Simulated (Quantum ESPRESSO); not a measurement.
The P K edge of atom 3 in PIr2 (Fm-3m), with 8 Ir at 2.40 Å (cubic, site symmetry m-3m), was computed in 2 ways: excited-electron core hole (neutral cell) and no core hole. Program and functional: Quantum ESPRESSO XSpectra, PBEsol, without spin-orbit coupling, Lorentzian half width 0.3 eV up to 4 eV, rising linearly to 2.5 eV at 25 eV; cells of 3 and 12 atoms (the run without a hole in the smaller).

Each run is counted from its own lowest empty level or Fermi level and scaled to a mean of 1 over its first 20 eV.

```csv
E (eV),run 1,run 2
-2.00,0.03,0.06
-1.25,0.05,0.09
-0.50,0.07,0.16
0.25,0.18,0.48
1.00,0.30,1.38
1.75,1.02,2.30
2.50,1.28,1.79
3.25,1.20,1.76
4.00,1.67,1.07
4.75,1.07,0.98
5.50,0.89,1.28
6.25,1.05,1.46
7.00,1.40,1.38
7.75,1.61,1.35
8.50,1.68,1.04
9.25,1.31,0.76
10.00,1.00,0.75
10.75,0.99,0.79
11.50,0.97,0.73
12.25,0.90,0.71
13.00,0.89,0.73
13.75,0.90,0.72
14.50,0.89,0.71
15.25,0.86,0.70
16.00,0.85,0.72
16.75,0.84,0.71
17.50,0.83,0.66
18.25,0.79,0.62
19.00,0.74,0.60
19.75,0.70,0.58
20.50,0.67,0.57
21.25,0.64,0.54
22.00,0.61,0.53
22.75,0.59,0.54
23.50,0.59,0.55
24.25,0.59,0.57
25.00,0.61,0.60
25.75,0.62,0.63
26.50,0.65,0.67
27.25,0.67,0.71
28.00,0.70,0.74
28.75,0.73,0.78
29.50,0.77,0.81
30.25,0.81,0.83
31.00,0.85,0.83
31.75,0.87,0.82
```

The database entry behind the starting cell differs from later determinations by our own check (0.1 to 0.3 % short, probably kX units), so it need not match the best structure at ambient conditions.

Which run is which?

Run 1: no core hole (area from −2 to 6 eV 6.0, main maxima 2.1 eV (1.34), 2.9 eV (1.30), 3.9 eV (1.78) and 8.3 eV (1.71)). Run 2: excited-electron core hole (neutral cell) (area from −2 to 6 eV 8.8, main maxima 1.5 eV (2.41), 2.7 eV (1.83), 6.3 eV (1.47) and 10.6 eV (0.79)). With each curve scaled to its own mean, the area from −2 to 6 eV with the hole is 8.8 against 6.0, and the centre of weight from −1 to 20 eV moves by -1.5 eV: the hole pulls the absorber's empty states down.

[Banner, clock and machine lines of the logs are left out without a mark of their own.]

[Logs are printed without paths, hosts, clocks, repeated set-up lines and the standing remarks that a program may print on its own settings, such as how far it seeks lower states.]

[Hosts, paths, dates, database ids (printed as entryN), source tags and the programs' standing remarks are cut or masked in the printed files.]

[Lists of maxima count a maximum above −3 eV only where it reaches 4 % of the highest in the window and stands out from its surroundings by 2 % of it (1.5 % where it reaches 55 %); shoulders and weaker maxima are passed over, and of the rest the first, up to two pre-edge ones and the few strongest are named.]
